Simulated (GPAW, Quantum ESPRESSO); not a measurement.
**CdH2O2 (P-3m1): the O K absorption edge**

Do two independent programs agree on the O K edge of CdH2O2 (P-3m1)? The same cell and functional are run with XSpectra and with GPAW.

Main program and level: Quantum ESPRESSO 7.5; core-hole supercells, plane-wave PAW LDA (first program; GPAW 26.7.0 follows as the second).

Most raw output is cut from this account.

## 1. The starting structure

Symmetry: P-3m1, No. 164, trigonal system. Conventional cell: a = 3.516 Å, b = 3.516 Å, c = 4.643 Å, α = 90.00°, β = 90.00°, γ = 120.00°. Nearest to Cd lie 6 O at 2.32 Å. Nearest to O lie 1 H at 0.97 Å and 3 Cd at 2.32 Å. Nearest to H lie 1 O at 0.97 Å. Farther neighbours and most contacts between anions are not listed.

## 2. Ground state of the crystal (Quantum ESPRESSO)

The ground state comes first: it tells whether the system has a gap, which decides how the excited electron is treated.

Input file scf.in:

```
&control
   calculation='scf', prefix='x', pseudo_dir='../pp', outdir='tmp', tprnfor=.true.
/
&system
   ibrav=0, nat=5, ntyp=4, nbnd=17
   ecutwfc=50, ecutrho=560
   occupations='smearing', smearing='mv', degauss=0.015
/
&electrons
   conv_thr=5.0e-08, electron_maxstep=120
   mixing_beta=0.5
/
ATOMIC_SPECIES
Cd 1.0 Cd.lda-n-kjpaw.UPF
O3 1.0 O.lda-n-kjpaw.UPF
O 1.0 O.lda-n-kjpaw.UPF
H 1.0 H.lda-n-kjpaw.UPF
CELL_PARAMETERS angstrom
  3.51552596 0.00000000 0.00000000
  -1.75776298 3.04453479 0.00000000
  0.00000000 0.00000000 4.64297929
ATOMIC_POSITIONS crystal
Cd   0.00000000 0.00000000 0.00000000
O3   0.33333333 0.66666667 0.24062800
O    0.66666667 0.33333333 0.75937200
H    0.33333333 0.66666667 0.44903928
H    0.66666667 0.33333333 0.55096072
K_POINTS automatic
9 9 6 0 0 0
```

Input file Cd.lda-n-kjpaw.ld1.in:

```
&input
   title='Cd', zed=48., rel=1, iswitch=3, dft='PZ',
   config='[Kr] 5s2 5p0.5 4d9.5'
/
&inputp
   file_pseudopw='Cd.lda-n-kjpaw.UPF', author='',
   lpaw=.true.,
   pseudotype=3,
   lloc=-1,
   rcloc=2.4,
   which_augfun='PSQ',
   rmatch_augfun_nc=.true.,
   nlcc=.true.,
   new_core_ps=.true.,
   rcore=1.8,
   tm=.true.,
   lgipaw_reconstruction=.true., use_paw_as_gipaw=.true.
/
6
5S  1  0  2.00  0.00  1.60  2.30  0.0
5S  1  0  0.00  6.00  1.60  2.30  0.0
5P  2  1  0.50  0.00  1.60  2.30  0.0
5P  2  1  0.00  8.00  1.60  2.30  0.0
4D  3  2  9.50  0.00  0.75  1.80  0.0
4D  3  2  0.00  4.30  0.75  1.80  0.0
```

Input file O.lda-n-kjpaw.ld1.in:

```
&input
   title='O', zed=8., rel=1, iswitch=3, dft='PZ',
   config='[He] 2s2 2p4'
/
&inputp
   file_pseudopw='O.lda-n-kjpaw.UPF', author='',
   lpaw=.true.,
   pseudotype=3,
   lloc=-1,
   rcloc=1.1,
   which_augfun='PSQ',
   rmatch_augfun_nc=.true.,
   nlcc=.true.,
   new_core_ps=.true.,
   rcore=0.7,
   tm=.true.,
   lgipaw_reconstruction=.true., use_paw_as_gipaw=.true.
/
4
2S  1  0  2.00  0.00  1.00  1.30  0.0
2S  1  0  0.00  1.00  1.00  1.30  0.0
2P  2  1  4.00  0.00  0.90  1.35  0.0
2P  2  1  0.00  0.05  0.90  1.35  0.0
```

Input file H.lda-n-kjpaw.ld1.in:

```
&input
   title='H', zed=1., rel=1, iswitch=3, dft='PZ',
   config='1s1 2p-2'
/
&inputp
   file_pseudopw='H.lda-n-kjpaw.UPF', author='',
   lpaw=.true.,
   pseudotype=3,
   lloc=1,
   which_augfun='PSQ',
   rmatch_augfun_nc=.true.,
   tm=.true.,
   lgipaw_reconstruction=.true., use_paw_as_gipaw=.true.
/
3
1S  1  0  1.00  0.00  0.80  1.00  0.0
1S  1  0  0.00  0.05  0.80  1.00  0.0
2P  2  1 -1.00  0.05  0.75  0.75  0.0
```

Launch:

```console
> OMP_NUM_THREADS=1 mpirun --oversubscribe --bind-to none -np 4 pw.x -nk 4 -in scf.in > scf.out
```

Run time: 12 s. Hardware: 4 MPI ranks of Arm Neoverse V2, shared host; peak memory 0.16 GiB; 47 s of CPU time.

Absorbing atoms carry a label of their own (element plus a letter or digit), as the spectrum program needs them as separate species.

The mesh shows a gap of 1.54 eV, so the hole is first treated in a charged cell, without the excited electron.

## 3. Spectrum without a core hole, O atom 2 (Quantum ESPRESSO)

Without a hole the spectrum is the empty density of states of the right symmetry on the absorber, weighted by matrix elements. It needs only the small cell and serves as the baseline.

The absorber has 1 H at 0.97 Å and 3 Cd at 2.32 Å (distorted tetrahedral, site symmetry 3m).

Input file xspectra.in:

```
&input_xspectra
   calculation='xanes_dipole', edge='K'
   prefix='x', outdir='tmp', xiabs=2, xe0=5.2167
   xonly_plot=.false., x_save_file='xanes.sav'
   xniter=3000, xcheck_conv=20, xerror=0.005
   xcoordcrys=.false., xepsilon(1)=1, xepsilon(2)=0, xepsilon(3)=0
/
&plot
   xnepoint=413, xemin=-10, xemax=45, terminator=.true., cut_occ_states=.true.
   xgamma=0.4
/
&pseudos
   filecore='../O.wfc'
/
&cut_occ
   cut_desmooth=0.1, cut_stepl=0.05, cut_stepu=0.05, cut_ierror=1e-5
/
7 7 5 0 0 0
```

Launch:

```console
> OMP_NUM_THREADS=1 mpirun --oversubscribe --bind-to none -np 4 xspectra.x -nk 4 -in xspectra.in > xspectra.out
```

It took 35 s on 4 MPI ranks; peak memory 0.13 GiB.

The O K spectrum, O atom 2, no core hole (energy from the lowest empty level; intensity scaled to a mean of 1 over the first 20 eV; the points at xe0, where the cut of filled states can leave a spike, are interpolated; polarised curves are means over the symmetry-equivalent atoms):

```tsv
E (eV)	isotropic	ε ⊥ c	ε ∥ c
-2.0	0.04	0.04	0.03
-1.5	0.04	0.04	0.04
-1.0	0.05	0.05	0.04
-0.5	0.06	0.06	0.05
0.0	0.08	0.08	0.06
0.5	0.12	0.13	0.09
1.0	0.19	0.23	0.12
1.5	0.26	0.30	0.18
2.0	0.37	0.42	0.25
2.5	0.61	0.73	0.38
3.0	0.67	0.79	0.42
3.5	0.95	1.13	0.59
4.0	1.32	1.61	0.74
4.5	1.49	1.75	0.96
5.0	1.67	1.98	1.06
5.5	1.46	1.60	1.18
6.0	1.41	1.46	1.31
6.5	1.46	1.44	1.51
7.0	2.37	2.25	2.59
7.5	2.29	2.00	2.88
8.0	1.97	1.44	3.02
8.5	1.52	1.07	2.42
9.0	1.30	0.93	2.04
9.5	1.39	0.98	2.22
10.0	1.69	0.95	3.17
10.5	1.77	0.98	3.33
11.0	1.54	0.99	2.62
11.5	1.33	1.17	1.65
12.0	0.95	0.91	1.03
12.5	0.65	0.61	0.73
13.0	0.74	0.85	0.51
13.5	0.88	1.07	0.50
14.0	0.65	0.78	0.41
14.5	0.45	0.49	0.36
15.0	0.40	0.41	0.40
15.5	0.44	0.43	0.45
16.0	0.53	0.51	0.56
16.5	0.59	0.55	0.66
17.0	0.57	0.54	0.64
17.5	0.68	0.63	0.77
18.0	0.61	0.56	0.71
18.5	0.65	0.57	0.81
19.0	0.78	0.65	1.03
19.5	0.88	0.76	1.12
20.0	0.95	0.76	1.33
20.5	0.97	0.71	1.47
21.0	0.96	0.71	1.46
21.5	1.15	0.75	1.93
22.0	1.38	1.04	2.04
22.5	1.32	1.11	1.74
23.0	1.29	1.28	1.32
23.5	1.02	1.12	0.81
24.0	1.02	1.22	0.62
24.5	0.92	1.13	0.51
25.0	0.90	1.06	0.58
25.5	0.86	1.02	0.56
26.0	1.01	1.21	0.60
26.5	0.98	1.02	0.91
27.0	0.84	0.73	1.06
27.5	0.65	0.52	0.92
28.0	0.56	0.50	0.69
28.5	0.57	0.55	0.62
29.0	0.62	0.59	0.69
29.5	0.66	0.63	0.72
30.0	0.70	0.67	0.74
30.5	0.64	0.65	0.61
31.0	0.70	0.70	0.68
31.5	0.76	0.77	0.74
32.0	0.74	0.72	0.79
```

Main maxima below 24 eV (height): 4.8 eV (1.68), 7.1 eV (2.50), 10.3 eV (1.80), 13.4 eV (0.91), 17.7 eV (0.69) and 22.1 eV (1.39). A K edge sees empty p states on the absorber.

## 4. Another broadening

The final state's lifetime shortens with energy, so measured features broaden above the edge; the saved Lanczos coefficients are redrawn with a width that grows.

Input file xspectra_plot.in:

```
&input_xspectra
   calculation='xanes_dipole', edge='K'
   prefix='x', outdir='tmp', xiabs=2, xe0=5.2167
   xonly_plot=.true., x_save_file='xanes.sav'
   xniter=3000, xcheck_conv=20, xerror=0.005
   xcoordcrys=.false., xepsilon(1)=1, xepsilon(2)=0, xepsilon(3)=0
/
&plot
   xnepoint=413, xemin=-10, xemax=45, terminator=.true., cut_occ_states=.true.
   gamma_mode='variable', gamma_energy(1)=4, gamma_energy(2)=25, gamma_value(1)=0.3, gamma_value(2)=2.5
/
&pseudos
   filecore='../O.wfc'
/
&cut_occ
   cut_desmooth=0.1, cut_stepl=0.05, cut_stepu=0.05, cut_ierror=1e-5
/
7 7 5 0 0 0
```

Launch:

```console
> OMP_NUM_THREADS=1 xspectra.x -in xspectra_plot.in > xspectra_plot.out
```

Elapsed: 5.1 s, on 1 MPI rank; peak memory 0.05 GiB.

With a Lorentzian half width 0.3 eV up to 4 eV, rising linearly to 2.5 eV at 25 eV (counted from xe0, 0.8 eV below the zero used here), the maxima are 4.8 eV (1.62), 7.3 eV (2.04), 10.1 eV (1.47) and 22.2 eV (0.97).

## 5. Reference energy of the supercell (Quantum ESPRESSO)

The photon energy needs a difference of total energies, so the cell and mesh of the coming hole run are first run without a hole.

Input file scf.in:

```
&control
   calculation='scf', prefix='x', pseudo_dir='../pp', outdir='tmp', tprnfor=.true.
/
&system
   ibrav=0, nat=15, ntyp=3, nbnd=43
   ecutwfc=50, ecutrho=560
   occupations='fixed'
/
&electrons
   conv_thr=1.5e-07, electron_maxstep=120
   mixing_beta=0.5
/
ATOMIC_SPECIES
Cd 1.0 Cd.lda-n-kjpaw.UPF
O 1.0 O.lda-n-kjpaw.UPF
H 1.0 H.lda-n-kjpaw.UPF
CELL_PARAMETERS angstrom
  -3.51552596 0.00000000 4.64297929
  1.75776298 3.04453479 4.64297929
  -1.75776298 3.04453479 -4.64297929
ATOMIC_POSITIONS crystal
Cd   0.00000000 0.00000000 0.00000000
Cd   0.33333333 0.33333333 0.66666667
Cd   0.66666667 0.66666667 0.33333333
O    0.08020933 0.41354267 0.25312400
O    0.41354267 0.74687600 0.91979067
O    0.74687600 0.08020933 0.58645733
O    0.91979067 0.58645733 0.74687600
O    0.25312400 0.91979067 0.41354267
O    0.58645733 0.25312400 0.08020933
H    0.14967976 0.48301309 0.18365357
H    0.48301309 0.81634643 0.85032024
H    0.81634643 0.14967976 0.51698691
H    0.85032024 0.51698691 0.81634643
H    0.18365357 0.85032024 0.48301309
H    0.51698691 0.18365357 0.14967976
K_POINTS automatic
4 4 4 0 0 0
```

Launch:

```console
> OMP_NUM_THREADS=1 mpirun --oversubscribe --bind-to none -np 4 pw.x -nk 4 -in scf.in > scf.out
```

It took 40 s on 4 MPI ranks; peak memory 0.37 GiB; 2.7 min of CPU time.

Reference energy: -468618.469 eV with the cores included.

## 6. The atom with a core hole (Quantum ESPRESSO)

The final state has one core electron fewer, so a PAW data set is made for an atom with that hole.

Input file O.lda-n-kjpaw-1sch.ld1.in:

```
&input
   title='O', zed=8., rel=1, iswitch=3, dft='PZ',
   config='1s1 2s2 2p5'
/
&inputp
   file_pseudopw='O.lda-n-kjpaw-1sch.UPF', author='',
   lpaw=.true.,
   pseudotype=3,
   lloc=-1,
   rcloc=1.1,
   which_augfun='PSQ',
   rmatch_augfun_nc=.true.,
   nlcc=.true.,
   new_core_ps=.true.,
   rcore=0.7,
   tm=.true.,
   zval=7,
   lgipaw_reconstruction=.true., use_paw_as_gipaw=.true.
/
4
2S  1  0  2.00  0.00  1.00  1.30  0.0
2S  1  0  0.00  1.00  1.00  1.30  0.0
2P  2  1  5.00  0.00  0.90  1.35  0.0
2P  2  1  0.00  0.05  0.90  1.35  0.0
```

Launch:

```console
> ld1.x < O.lda-n-kjpaw-1sch.ld1.in > O.lda-n-kjpaw-1sch.ld1.out
```

Elapsed: 0.62 s, on 1 MPI rank; peak memory 0.12 GiB.

Removing the core electron and adding it to the valence shell costs the free atom 530.6 eV.

## 7. Supercell with FCH, O atom 2 (Quantum ESPRESSO)

The holes are 5.8 Å apart. The excited electron is left out and a uniform background balances the charge.

Edit scf.in of step 5 so:

```diff
@@ -4,5 +4,6 @@
 &system
-   ibrav=0, nat=15, ntyp=3, nbnd=43
+   ibrav=0, nat=15, ntyp=4, nbnd=43
    ecutwfc=50, ecutrho=560
    occupations='fixed'
+   tot_charge=1
 /
@@ -14,2 +15,3 @@
 Cd 1.0 Cd.lda-n-kjpaw.UPF
+O0 1.0 O.lda-n-kjpaw-1sch.UPF
 O 1.0 O.lda-n-kjpaw.UPF
@@ -24,3 +26,3 @@
 Cd   0.66666667 0.66666667 0.33333333
-O    0.08020933 0.41354267 0.25312400
+O0   0.08020933 0.41354267 0.25312400
 O    0.41354267 0.74687600 0.91979067
```

Launch:

```console
> OMP_NUM_THREADS=1 mpirun --oversubscribe --bind-to none -np 4 pw.x -nk 4 -in scf.in > scf.out
```

Run time: 52 s. Hardware: 4 MPI ranks; peak memory 0.38 GiB; 3.4 min of CPU time.

Energy with the hole: -468090.509 eV, cores included.

## 8. Spectrum with FCH, O atom 2 (Quantum ESPRESSO)

The Lanczos recursion gives the spectrum without computing empty bands; each polarisation needs a run of its own on the full k mesh. xe0 is set between filled and empty states, and states below it are cut. The file of filecore holds the core orbital, taken from the hole-free data set.

Edit xspectra.in of step 3 so:

```diff
@@ -2,3 +2,3 @@
    calculation='xanes_dipole', edge='K'
-   prefix='x', outdir='tmp', xiabs=2, xe0=5.2167
+   prefix='x', outdir='tmp', xiabs=2, xe0=5.1388
    xonly_plot=.false., x_save_file='xanes.sav'
@@ -17,2 +17,2 @@
 /
-7 7 5 0 0 0
+5 5 5 0 0 0
```

xspectra_1.in, as its differences from xspectra.in of step 8:

```diff
@@ -5,3 +5,3 @@
    xniter=3000, xcheck_conv=20, xerror=0.005
-   xcoordcrys=.false., xepsilon(1)=1, xepsilon(2)=0, xepsilon(3)=0
+   xcoordcrys=.false., xepsilon(1)=0, xepsilon(2)=0, xepsilon(3)=1
 /
```

Launch:

```console
> OMP_NUM_THREADS=1 mpirun --oversubscribe --bind-to none -np 4 xspectra.x -nk 4 -in xspectra.in > xspectra.out
```

It took 2.5 min on 4 MPI ranks; peak memory 0.31 GiB; 10 min of CPU time.

The O K spectrum, O atom 2, full core hole (charged cell) (energy from the lowest empty level; intensity scaled to a mean of 1 over the first 20 eV; the points at xe0, where the cut of filled states can leave a spike, are interpolated; polarised curves are means over the symmetry-equivalent atoms):

```tsv
E (eV)	isotropic	ε ⊥ c	ε ∥ c
-2.0	0.04	0.03	0.06
-1.5	0.05	0.04	0.07
-1.0	0.06	0.04	0.08
-0.5	0.07	0.05	0.10
0.0	0.09	0.07	0.13
0.5	0.13	0.10	0.18
1.0	0.18	0.15	0.26
1.5	0.30	0.24	0.41
2.0	0.43	0.35	0.58
2.5	0.65	0.52	0.91
3.0	1.02	0.84	1.37
3.5	1.50	1.28	1.95
4.0	2.14	1.72	2.97
4.5	2.61	2.06	3.71
5.0	2.35	1.62	3.79
5.5	1.91	1.12	3.51
6.0	1.87	1.13	3.35
6.5	1.96	1.26	3.35
7.0	1.81	1.42	2.58
7.5	1.66	1.39	2.19
8.0	1.36	1.04	1.99
8.5	1.03	0.70	1.67
9.0	1.01	0.63	1.76
9.5	1.06	0.70	1.76
10.0	1.10	0.73	1.85
10.5	1.00	0.75	1.50
11.0	0.87	0.82	0.98
11.5	0.87	0.93	0.75
12.0	0.67	0.73	0.56
12.5	0.50	0.53	0.44
13.0	0.61	0.71	0.40
13.5	0.70	0.86	0.37
14.0	0.55	0.65	0.36
14.5	0.43	0.46	0.36
15.0	0.41	0.42	0.39
15.5	0.46	0.45	0.48
16.0	0.55	0.47	0.71
16.5	0.63	0.54	0.83
17.0	0.70	0.64	0.81
17.5	0.75	0.68	0.90
18.0	0.78	0.67	1.00
18.5	0.84	0.69	1.13
19.0	0.90	0.73	1.22
19.5	1.02	0.80	1.46
20.0	1.12	0.86	1.65
20.5	1.06	0.86	1.46
21.0	1.05	0.85	1.44
21.5	1.22	1.03	1.60
22.0	1.32	1.31	1.33
22.5	1.25	1.35	1.04
23.0	1.13	1.31	0.78
23.5	1.03	1.26	0.55
24.0	0.88	1.11	0.42
24.5	0.83	1.04	0.43
25.0	0.78	0.94	0.46
25.5	0.73	0.84	0.52
26.0	0.83	0.90	0.69
26.5	0.82	0.79	0.87
27.0	0.75	0.62	1.02
27.5	0.62	0.52	0.84
28.0	0.55	0.50	0.66
28.5	0.57	0.57	0.58
29.0	0.62	0.61	0.62
29.5	0.66	0.66	0.66
30.0	0.68	0.67	0.69
30.5	0.67	0.69	0.63
31.0	0.70	0.72	0.65
31.5	0.74	0.72	0.79
32.0	0.76	0.71	0.85
```

Main maxima below 24 eV (height): 4.5 eV (2.61), 6.7 eV (1.97), 10.0 eV (1.10), 13.3 eV (0.71), 20.1 eV (1.13) and 22.0 eV (1.32). 

The hole costs E(hole) − E(ground) = 527.96 eV, and the lowest empty level of the hole cell lies at 5.83 eV, which puts the zero at 533.79 eV. One term is added: -8.83 eV, since the hole is spin-paired here and a spin-polarised one costs that much less in the free atom (computed apart). The photon energy is then 524.96 eV. The functional and the charged cell's background leave an error in such absolute values: in the free atom LDA prices this hole 4.1 eV below PBE (computed apart), and PBE is itself good to a few eV.

## 9. Another broadening

Edit xspectra_plot.in of step 4 so:

```diff
@@ -2,3 +2,3 @@
    calculation='xanes_dipole', edge='K'
-   prefix='x', outdir='tmp', xiabs=2, xe0=5.2167
+   prefix='x', outdir='tmp', xiabs=2, xe0=5.1388
    xonly_plot=.true., x_save_file='xanes.sav'
@@ -17,2 +17,2 @@
 /
-7 7 5 0 0 0
+5 5 5 0 0 0
```

Launch:

```console
> OMP_NUM_THREADS=1 xspectra.x -in xspectra_plot.in > xspectra_plot.out
```

It took 3.4 s on 1 MPI rank; peak memory 0.05 GiB.

With a Lorentzian half width 0.3 eV up to 4 eV, rising linearly to 2.5 eV at 25 eV (counted from xe0, 0.7 eV below the zero used here), the maxima are 4.5 eV (2.56) and 21.6 eV (0.95).

## 10. Supercell with XCH, O atom 2 (Quantum ESPRESSO)

The holes are 5.8 Å apart. The excited electron is kept in the cell, where it fills the lowest empty states and screens the hole.

Changed against the first core-hole run: core hole to XCH.

Edit scf.in of step 7 so:

```diff
@@ -4,6 +4,5 @@
 &system
-   ibrav=0, nat=15, ntyp=4, nbnd=43
+   ibrav=0, nat=15, ntyp=4, nbnd=49
    ecutwfc=50, ecutrho=560
-   occupations='fixed'
-   tot_charge=1
+   occupations='smearing', smearing='gaussian', degauss=0.003
 /
```

Launch:

```console
> OMP_NUM_THREADS=1 mpirun --oversubscribe --bind-to none -np 4 pw.x -nk 4 -in scf.in > scf.out
```

The job ended after 51 s (4 MPI ranks; peak memory 0.38 GiB).

Energy with the hole: -468083.141 eV, cores included.

## 11. Excitation energy, O atom 2 (Quantum ESPRESSO)

With the excited electron kept in the cell the system stays neutral, and the energy difference is an excitation energy by itself. In a small cell that electron takes up a good share of the lowest empty band, or all of one, which shifts the value from the true onset.

The total-energy difference is 535.33 eV. With the free-atom term of -8.83 eV for this edge, the photon energy is 526.50 eV.

## 12. The field without a hole (GPAW)

The second program starts from its own ground state, on the same cell and functional.

Input file scf.py:

```python
import numpy as np
from ase import Atoms
from ase.parallel import parprint, paropen
from gpaw import GPAW, PW, FermiDirac, Mixer, MixerDif, setup_paths
from gpaw.test import gen
setup_paths.insert(0, '.')
gen('O', name='nch1s', xcname='LDA', corehole=(1, 0, 0), write_xml=True)
from gpaw.mpi import world
world.barrier()

atoms = Atoms('CdO2H2',
    cell=[[3.51552596, 0, 0],
     [-1.75776298, 3.04453479, 0],
     [0, 0, 4.64297929]],
    scaled_positions=[[0, 0, 0],
     [0.33333333, 0.66666667, 0.240628],
     [0.66666667, 0.33333333, 0.759372],
     [0.33333333, 0.66666667, 0.44903928],
     [0.66666667, 0.33333333, 0.55096072]],
    pbc=True)
atoms.calc = calc = GPAW(legacy_gpaw=True, mode=PW(500), xc='LDA', setups={1: 'nch1s'},
    kpts={'size': (8, 8, 6), 'gamma': True}, occupations=FermiDirac(0.05),
    charge=0, mixer=Mixer(0.1, 5, 50), maxiter=150,
    convergence={'density': 0.0001}, txt='scf.txt')
energy = atoms.get_potential_energy() + calc.get_reference_energy()
ef = calc.get_fermi_level()
out = dict(energy=energy, fermi=ef, forces=atoms.get_forces().tolist())
parprint(f'all-electron energy {energy:.4f} eV, Fermi level {ef:.4f} eV')
ev = np.array([[calc.get_eigenvalues(k, s) for k in range(len(calc.get_ibz_k_points()))] for s in range(calc.get_number_of_spins())])
out['homo'], out['lumo'], out['counts'] = ev[ev < ef].max(), ev[ev > ef].min(), sorted(set((ev < ef).sum((0, 2)).tolist()))
out['filled'] = (ev[:, 0] < ef).sum(1).tolist()
import json
with paropen('out.json', 'w') as f:
    json.dump(out, f)
```

Launch:

```console
> OMP_NUM_THREADS=1 mpirun -n 4 gpaw python scf.py
```

It took 6 s on 4 MPI ranks; peak memory 0.18 GiB.

The mesh shows a gap of 1.53 eV, so the hole is first treated in a charged cell, without the excited electron.

[end of part 1 of 2]

[Logs are printed without paths, hosts, clocks, repeated set-up lines and the standing remarks that a program may print on its own settings, such as how far it seeks lower states.]

[Hosts, paths, dates, database ids (printed as entryN), source tags and the programs' standing remarks are cut or masked in the printed files.]

[Lists of maxima count a maximum above −3 eV only where it reaches 4 % of the highest in the window and stands out from its surroundings by 2 % of it (1.5 % where it reaches 55 %); shoulders and weaker maxima are passed over, and of the rest the first, up to two pre-edge ones and the few strongest are named.]
